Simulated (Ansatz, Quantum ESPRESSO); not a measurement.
# Li(110), 5 layers, one monolayer of Ga on hollow sites: vacuum level and surface dipole, part 4 of 6

Aim: the work function of each face of Li(110), 5 layers, one monolayer of Ga on hollow sites, and how it moves with functional, pseudopotentials and boundary condition.

Quantum ESPRESSO 7.5; plane-wave DFT, PBE, GBRV ultrasoft pseudopotentials; geometry and cross-check by Ansatz 0.2.0 with PAW datasets.

So far. Step 8 (Self-consistent run: open boundaries by the effective …): The upper level is 4.348 eV against 4.347 eV from the periodic run.

**9. Self-consistent run: rev-vdW-DF2, GBRV ultrasoft**

Next, another level on the same atoms.

Level of this step: plane-wave DFT, rev-vdW-DF2, GBRV ultrasoft pseudopotentials made under PBE (Quantum ESPRESSO 7.5). input_dft overrides the functional of the files.

Input file gbrv-vdw-df2-b86r.in:

```
&control
  prefix = 'gbrv-vdw-df2-b86r'
  outdir = './out'
  pseudo_dir = './pseudo'
  calculation = 'scf'
  tprnfor = .true.
/
&system
  ibrav = 0
  nat = 6
  ntyp = 2
  ecutwfc = 40
  ecutrho = 200
  input_dft = 'vdw-df2-b86r'
  occupations = 'smearing'
  smearing = 'mv'
  degauss = 0.02
  assume_isolated = 'esm'
  esm_bc = 'bc1'
/
&electrons
  conv_thr = 1e-07
  mixing_beta = 0.4
  electron_maxstep = 120
  mixing_mode = 'local-TF'
/
ATOMIC_SPECIES
  Li  6.9400  li_pbe_v1.4.uspp.F.UPF
  Ga  69.7230  ga_pbe_v1.4.uspp.F.UPF
CELL_PARAMETERS angstrom
  2.46780266630000 -1.74500000000000 0.00000000000000
  2.46780266630000 1.74500000000000 0.00000000000000
  0.00000000000000 0.00000000000000 28.87121066540000
ATOMIC_POSITIONS crystal
  Li  0.000000000000 0.000000000000 -0.205487952010
  Li  0.500000000000 0.500000000000 -0.120011707310
  Li  0.000000000000 0.000000000000 -0.034535462710
  Li  0.482114414200 0.482114414200 0.048949662546
  Li  -0.030779820281 -0.030779820281 0.132889677377
  Ga  0.400704701061 0.400704701061 0.205487952010
K_POINTS automatic
  8 8 1 0 0 0
```

Launch:

```bash
$ OMP_NUM_THREADS=1 mpirun -n 4 pw.x -nk 4 -in gbrv-vdw-df2-b86r.in > gbrv-vdw-df2-b86r.out
```

Log:

```text
[banner, memory and clock lines left out]
Program PWSCF v.7.5 starts
[citation notice left out]

[...]
Message from routine setup:
[...]
bravais-lattice index     =            0
     lattice parameter (alat)  =       5.7116  a.u.
     unit-cell volume          =    1678.0212 (a.u.)^3
     number of atoms/cell      =            6
     number of atomic types    =            2
     number of electrons       =        34.00
     number of Kohn-Sham states=           21
     kinetic-energy cutoff     =      40.0000  Ry
     charge density cutoff     =     200.0000  Ry
     scf convergence threshold =      1.0E-07
     mixing beta               =       0.4000
     number of iterations used =            8  local-TF  mixing
     Exchange-correlation= VDW-DF2-B86R
                           (   1   4  26   0   2   0   0)

     Effective Screening Medium Method
     Boundary Conditions: Vacuum-Slab-Vacuum
     total charge in unit cell        =   0.0000
     grid points for fit at edges     =        4

[...]
PseudoPot. # 1 for Li read from file:
     ./pseudo/li_pbe_v1.4.uspp.F.UPF
     Pseudo is Ultrasoft, Zval =  3.0
     Generated by new atomic code, or converted to UPF format
     Using radial grid of  751 points,  5 beta functions with:
                l(1) =   0
                l(2) =   0
                l(3) =   0
                l(4) =   1
                l(5) =   1
     Q(r) pseudized with 10 coefficients,  rinner =    1.150   1.150   1.150

     PseudoPot. # 2 for Ga read from file:
     ./pseudo/ga_pbe_v1.4.uspp.F.UPF
     Pseudo is Ultrasoft + core correction, Zval = 19.0
     Generated by new atomic code, or converted to UPF format
     Using radial grid of  871 points,  6 beta functions with:
                l(1) =   0
                l(2) =   0
                l(3) =   1
                l(4) =   1
                l(5) =   2
                l(6) =   2
     Q(r) pseudized with  8 coefficients,  rinner =    1.250   1.250   1.250
                                                       1.250   1.250

     atomic species   valence    mass     pseudopotential
     Li                3.00     6.94000     Li( 1.00)
     Ga               19.00    69.72300     Ga( 1.00)

      2 Sym. Ops. (no inversion) found

[...]
number of k points=    21  Marzari-Vanderbilt smearing, width (Ry)=  0.0200
[...]
Dense  grid:    80083 G-vectors     FFT dimensions: (  25,  25, 250)

     Smooth grid:    57473 G-vectors     FFT dimensions: (  24,  24, 225)

     Initial potential from superposition of free atoms

     starting charge      30.7463, renormalised to      34.0000

     negative rho (up, down):  1.647E-03 0.000E+00

     %%%%%%%%%%%%%%%%%%%%%%%%%%%%%%%%%%%%%%%%%%%%%%%%%%%%%%%%%%%%%%%%%%%%%%%%
     %                                                                      %
     % You are using vdW-DF, which was implemented by the Thonhauser group. %
     % possible and the two reviews that describe the various versions:     %
     %                                                                      %
     %                                                                      %
     % If you are calculating stress with vdW-DF, please also cite:         %
     %                                                                      %
     %                                                                      %
     %%%%%%%%%%%%%%%%%%%%%%%%%%%%%%%%%%%%%%%%%%%%%%%%%%%%%%%%%%%%%%%%%%%%%%%%

     %%%%%%%%%%%%%%%%%%%%%%%%%%%%%%%%%%%%%%%%%%%%%%%%%%%%%%%%%%%%%%%%%%%%%%%%
     %                                                                      %
     %  vdW-DF NEWS:                                                        %
     %                                                                      %
     %  * vdW-DF3 is now available. DOI: 10.1021/acs.jctc.0c00471           %
     %    use with input_dft = 'vdW-DF3-opt1' or 'vdW-DF3-opt2'             %
     %                                                                      %
     %  * Unscreened and range-separated hybrid vdW-DF-cx functionals       %
     %    DOI: 10.1063/1.4986522 and 10.1088/1361-648X/ac2ad2               %
     %    use with input_dft = 'vdW-DF-cx0'    and 'vdW-DF-ahcx'            %
     %  * Unscreened and range-separated hybrid vdW-DF2-b86r functionals    %
     %    DOI: 10.1063/1.4986522 and DOI: 10.1103/PhysRevX.12.041003        %
     %    use with input_dft = 'vdW-DF2-br0' and 'vdW-DF2-ahbr'             %
     %                                                                      %
     %%%%%%%%%%%%%%%%%%%%%%%%%%%%%%%%%%%%%%%%%%%%%%%%%%%%%%%%%%%%%%%%%%%%%%%%

     Starting wfcs are   37 randomized atomic wfcs

     per-process dynamical memory:    70.0 Mb

     Self-consistent Calculation

     iteration #  1     ecut=    40.00 Ry     beta= 0.40
     Davidson diagonalization with overlap
     c_bands:  4 eigenvalues not converged
     c_bands:  1 eigenvalues not converged
     c_bands:  1 eigenvalues not converged
     ethr =  1.00E-02,  avg # of iterations = 38.6

     negative rho (up, down):  7.543E-01 0.000E+00

     total energy              =    -335.01804493 Ry
     estimated scf accuracy    <    2382.32529912 Ry

     iteration #  2     ecut=    40.00 Ry     beta= 0.40
[...]
c_bands:  1 eigenvalues not converged
     c_bands:  2 eigenvalues not converged
     c_bands:  2 eigenvalues not converged
     c_bands:  5 eigenvalues not converged
[...]
negative rho (up, down):  6.904E-01 0.000E+00

[...]
total energy              =    -493.38472725 Ry
     estimated scf accuracy    <      46.19547347 Ry

     iteration #  3     ecut=    40.00 Ry     beta= 0.40
[...]
negative rho (up, down):  6.681E-01 0.000E+00

[...]
total energy              =    -498.76289803 Ry
     estimated scf accuracy    <     269.51405617 Ry

     iteration #  4     ecut=    40.00 Ry     beta= 0.40
[...]
negative rho (up, down):  5.922E-01 0.000E+00

[...]
total energy              =    -497.70306368 Ry
     estimated scf accuracy    <     406.04495482 Ry

     iteration #  5     ecut=    40.00 Ry     beta= 0.40
[...]
negative rho (up, down):  7.829E-01 0.000E+00

[...]
total energy              =    -484.45703443 Ry
     estimated scf accuracy    <     479.40485671 Ry

     iteration #  6     ecut=    40.00 Ry     beta= 0.40
[...]
c_bands:  3 eigenvalues not converged
     c_bands:  2 eigenvalues not converged
     c_bands:  4 eigenvalues not converged
     c_bands:  5 eigenvalues not converged
     c_bands:  2 eigenvalues not converged
[...]
negative rho (up, down):  5.448E-01 0.000E+00

[...]
total energy              =    -494.18008908 Ry
     estimated scf accuracy    <     271.42452408 Ry

[...]
iteration # 69     ecut=    40.00 Ry     beta= 0.40
[...]
c_bands:  1 eigenvalues not converged
[...]
negative rho (up, down):  1.064E-04 0.000E+00

[...]
total energy              =    -487.19888187 Ry
     estimated scf accuracy    <       0.00000314 Ry

     iteration # 70     ecut=    40.00 Ry     beta= 0.40
[...]
negative rho (up, down):  1.183E-04 0.000E+00

[...]
total energy              =    -487.19885617 Ry
     estimated scf accuracy    <       0.00000018 Ry

     iteration # 71     ecut=    40.00 Ry     beta= 0.40
[...]
c_bands:  1 eigenvalues not converged
     c_bands:  1 eigenvalues not converged
     c_bands:  1 eigenvalues not converged
[...]
negative rho (up, down):  1.250E-04 0.000E+00

[...]
total energy              =    -487.19885504 Ry
     estimated scf accuracy    <       0.00000033 Ry

     iteration # 72     ecut=    40.00 Ry     beta= 0.40
[...]
negative rho (up, down):  1.264E-04 0.000E+00

[...]
End of self-consistent calculation

          k = 0.0000 0.0000 0.0000 (  7183 PWs)   bands (ev):

   -97.9414 -97.9162 -97.8901 -50.9701 -50.5500 -50.4774 -50.4640 -50.3293
   -18.4647 -18.4622 -18.3579 -18.3146 -18.3120 -11.9270  -7.3443  -6.9247
    -6.2355  -5.3906  -4.4748  -3.7859  -1.2507

          k = 0.0765 0.1083 0.0000 (  7203 PWs)   bands (ev):

   -97.9414 -97.9164 -97.8902 -50.9689 -50.5488 -50.4759 -50.4631 -50.3281
   -18.4627 -18.4386 -18.3657 -18.3201 -18.3129 -11.6535  -7.1266  -6.7055
    -6.0118  -5.1557  -4.2183  -3.5038  -1.0047

[...]
the Fermi energy is    -3.9638 ev

!    total energy              =    -487.19886232 Ry
     estimated scf accuracy    <       0.00000007 Ry
     smearing contrib. (-TS)   =       0.00084396 Ry
     internal energy E=F+TS    =    -487.19970628 Ry

     The total energy is F=E-TS. E is the sum of the following terms:
     one-electron contribution =    3495.58783873 Ry
     hartree contribution      =   -1759.59241064 Ry
     xc contribution           =     -64.65118860 Ry
     ewald contribution        =   -2158.54394577 Ry

     convergence has been achieved in  72 iterations

     negative rho (up, down):  1.264E-04 0.000E+00

     Forces acting on atoms (cartesian axes, Ry/au):

     atom    1 type  1   force =    -0.00000714    0.00000000    0.00321160
     atom    2 type  1   force =     0.00001093   -0.00000000   -0.00163496
     atom    3 type  1   force =    -0.00002705    0.00000000   -0.00167334
     atom    4 type  1   force =    -0.00003480   -0.00000000    0.00030046
     atom    5 type  1   force =     0.00008953   -0.00000000    0.00173244
     atom    6 type  2   force =    -0.00003147   -0.00000000   -0.00336743

     Total force =     0.005498     Total SCF correction =     0.002711
     SCF correction compared to forces is large: reduce conv_thr to get better values

[...]
```

It took 3 min on 4 MPI ranks of Arm Neoverse V2, shared host; peak memory 0.88 GiB; 12 min of CPU time.

Read from the output:

| Quantity | Value |
| --- | --- |
| free energy | -6628.6782 eV |
| Fermi energy | -3.964 eV |
| vacuum line at the lower end of the cell, over the Fermi level | 3.348 eV |
| vacuum line at the upper end of the cell, over the Fermi level | 4.579 eV |

The potential energy, planar mean oscillates, so the rows of the table below give means over windows of 2.42 Å about each position, cut where the curve ends. Its maxima inside the range that stand out by 2 % of the span (Å: eV): -4.7: 1.82, -2.2: 1.87, 0.2: 1.74, 2.7: 1.75, 4.7: 0.632. Its minima: -6.0: -2.76, -3.5: -2.47, -1.0: -2.36, 1.4: -2.36, 3.8: -2.25, 5.9: -11.5.

Electrostatic potential energy of an electron; zero at the Fermi level. Table of potential energy, planar mean by z; means over each step:

z (Å), potential energy, planar mean (eV) and a bar from the least value:
```
   -13.23        3.3 ##########################
   -10.81        3.3 ##########################
    -8.39        3.0 #########################
    -5.97       -0.5 #############
    -3.55       -0.2 ##############
    -1.13       -0.2 ##############
     1.29       -0.2 ##############
     3.71       -0.3 ##############
     6.13       -4.4 
     8.55        4.3 #############################
    10.97        4.6 ##############################
    13.39        4.6 ##############################
```

The upper face goes from 4.348 eV (PBE, GBRV) to 4.579 eV, a change of +0.231 eV.

**10. Self-consistent run: vdW-DF-cx, GBRV ultrasoft**

Level of this step: plane-wave DFT, vdW-DF-cx, GBRV ultrasoft pseudopotentials made under PBE (Quantum ESPRESSO 7.5). input_dft overrides the functional of the files.

gbrv-vdw-df-cx.in is the input of step 9 with these lines changed:

```diff
@@ -1,3 +1,3 @@
 &control
-  prefix = 'gbrv-vdw-df2-b86r'
+  prefix = 'gbrv-vdw-df-cx'
   outdir = './out'
@@ -13,3 +13,3 @@
   ecutrho = 200
-  input_dft = 'vdw-df2-b86r'
+  input_dft = 'vdw-df-cx'
   occupations = 'smearing'
```

Launch:

```bash
$ OMP_NUM_THREADS=1 mpirun -n 4 pw.x -nk 4 -in gbrv-vdw-df-cx.in > gbrv-vdw-df-cx.out
```

Log:

```text
[banner, memory and clock lines left out]
Program PWSCF v.7.5 starts

          URL

     IMPORTANT: XC functional enforced from input :
     Exchange-correlation= VDW-DF-CX
                           (   1   4  27   0   1   0   0)
     Any further DFT definition will be discarded
     Please, verify this is what you really want

     Message from routine setup:
     using ibrav=0 with symmetry is DISCOURAGED, use correct ibrav instead

     G-vector sticks info

     bravais-lattice index     =            0
     lattice parameter (alat)  =       5.7116  a.u.
     unit-cell volume          =    1678.0212 (a.u.)^3
     number of atoms/cell      =            6
     number of atomic types    =            2
     number of electrons       =        34.00
     number of Kohn-Sham states=           21
     kinetic-energy cutoff     =      40.0000  Ry
     charge density cutoff     =     200.0000  Ry
     scf convergence threshold =      1.0E-07
     mixing beta               =       0.4000
     number of iterations used =            8  local-TF  mixing
     Exchange-correlation= VDW-DF-CX
                           (   1   4  27   0   1   0   0)

     Effective Screening Medium Method
     Boundary Conditions: Vacuum-Slab-Vacuum
     total charge in unit cell        =   0.0000
     grid points for fit at edges     =        4

     celldm(1)=   5.711562  celldm(2)=   0.000000  celldm(3)=   0.000000
     celldm(4)=   0.000000  celldm(5)=   0.000000  celldm(6)=   0.000000

     crystal axes: (cart. coord. in units of alat)
               a(1) = (   0.816497  -0.577350   0.000000 )
               a(2) = (   0.816497   0.577350   0.000000 )
               a(3) = (   0.000000   0.000000   9.552322 )

     reciprocal axes: (cart. coord. in units 2 pi/alat)
               b(1) = (  0.612372 -0.866025  0.000000 )
               b(2) = (  0.612372  0.866025 -0.000000 )
               b(3) = ( -0.000000  0.000000  0.104687 )

     PseudoPot. # 1 for Li read from file:
     ./pseudo/li_pbe_v1.4.uspp.F.UPF
     Pseudo is Ultrasoft, Zval =  3.0
     Generated by new atomic code, or converted to UPF format
     Using radial grid of  751 points,  5 beta functions with:
                l(1) =   0
                l(2) =   0
                l(3) =   0
                l(4) =   1
                l(5) =   1
     Q(r) pseudized with 10 coefficients,  rinner =    1.150   1.150   1.150

     PseudoPot. # 2 for Ga read from file:
     ./pseudo/ga_pbe_v1.4.uspp.F.UPF
     Pseudo is Ultrasoft + core correction, Zval = 19.0
     Generated by new atomic code, or converted to UPF format
     Using radial grid of  871 points,  6 beta functions with:
                l(1) =   0
                l(2) =   0
                l(3) =   1
                l(4) =   1
                l(5) =   2
                l(6) =   2
[...]
c_bands:  5 eigenvalues not converged
     ethr =  5.64E-03,  avg # of iterations = 27.8

     negative rho (up, down):  7.318E-01 0.000E+00

     total energy              =    -488.21834287 Ry
     estimated scf accuracy    <      62.54224141 Ry

     iteration #115     ecut=    40.00 Ry     beta= 0.40
     Davidson diagonalization with overlap
     c_bands:  2 eigenvalues not converged
     c_bands:  2 eigenvalues not converged
     c_bands:  2 eigenvalues not converged
     c_bands:  1 eigenvalues not converged
     c_bands:  1 eigenvalues not converged
     c_bands:  3 eigenvalues not converged
     ethr =  5.64E-03,  avg # of iterations = 20.8

     negative rho (up, down):  3.631E-01 0.000E+00

     total energy              =    -487.17036267 Ry
     estimated scf accuracy    <      51.89501027 Ry

     iteration #116     ecut=    40.00 Ry     beta= 0.40
     Davidson diagonalization with overlap
     c_bands:  5 eigenvalues not converged
     c_bands:  2 eigenvalues not converged
     c_bands:  1 eigenvalues not converged
     c_bands:  3 eigenvalues not converged
     c_bands:  3 eigenvalues not converged
     c_bands:  3 eigenvalues not converged
     ethr =  5.64E-03,  avg # of iterations = 20.5

     negative rho (up, down):  2.843E-01 0.000E+00

     total energy              =    -489.70812022 Ry
     estimated scf accuracy    <       6.75169232 Ry

     iteration #117     ecut=    40.00 Ry     beta= 0.40
     Davidson diagonalization with overlap
     c_bands:  4 eigenvalues not converged
     c_bands:  1 eigenvalues not converged
     c_bands:  2 eigenvalues not converged
     ethr =  5.64E-03,  avg # of iterations = 15.0

     negative rho (up, down):  2.288E-01 0.000E+00

     total energy              =    -491.70949521 Ry
     estimated scf accuracy    <      27.50919332 Ry

     iteration #118     ecut=    40.00 Ry     beta= 0.40
     Davidson diagonalization with overlap
     c_bands:  1 eigenvalues not converged
     ethr =  5.64E-03,  avg # of iterations =  6.7

     negative rho (up, down):  2.816E-01 0.000E+00

     total energy              =    -491.48778752 Ry
     estimated scf accuracy    <      45.05238709 Ry

     iteration #119     ecut=    40.00 Ry     beta= 0.40
     Davidson diagonalization with overlap
     ethr =  5.64E-03,  avg # of iterations =  3.0

     negative rho (up, down):  3.620E-01 0.000E+00

     total energy              =    -491.77885851 Ry
     estimated scf accuracy    <      48.07690085 Ry

     iteration #120     ecut=    40.00 Ry     beta= 0.40
     Davidson diagonalization with overlap
     ethr =  5.64E-03,  avg # of iterations =  1.3

     negative rho (up, down):  2.825E-01 0.000E+00

     total energy              =    -492.19382776 Ry
     estimated scf accuracy    <      38.78443124 Ry

     End of self-consistent calculation

     convergence NOT achieved after 120 iterations: stopping

     XML data file, charge density

                                        0.00s GPU  (    8932 calls)

Note: The following floating-point exceptions are signalling: IEEE_DIVIDE_BY_ZERO IEEE_OVERFLOW_FLAG IEEE_UNDERFLOW_FLAG
Note: The following floating-point exceptions are signalling: IEEE_DIVIDE_BY_ZERO IEEE_OVERFLOW_FLAG IEEE_UNDERFLOW_FLAG
Note: The following floating-point exceptions are signalling: IEEE_DIVIDE_BY_ZERO IEEE_OVERFLOW_FLAG IEEE_UNDERFLOW_FLAG
Note: The following floating-point exceptions are signalling: IEEE_DIVIDE_BY_ZERO IEEE_OVERFLOW_FLAG IEEE_UNDERFLOW_FLAG
```

Wall time 6.5 min (4 MPI ranks); peak memory 0.88 GiB.

The run ended without convergence. The estimated SCF accuracy went from 2.38e+03 Ry in the first cycle kept to 1.92 Ry at best and 38.8 Ry in the last.

More iterations help only where the error still falls; otherwise the mixing, the start or the set-up has to change.

(Continued in part 5 of 6.)

[Logs are printed without paths, hosts, clocks, repeated set-up lines and the standing remarks that a program may print on its own settings, such as how far it seeks lower states.]

[Hosts, paths, dates, database ids (printed as entryN), source tags and the programs' standing remarks are cut or masked in the printed files.]

[Maps of the electrostatic potential energy from Ansatz leave out the sawtooth potential of an applied field or a dipole correction, so their vacuum need not be flat; planar profiles and work functions include it.]
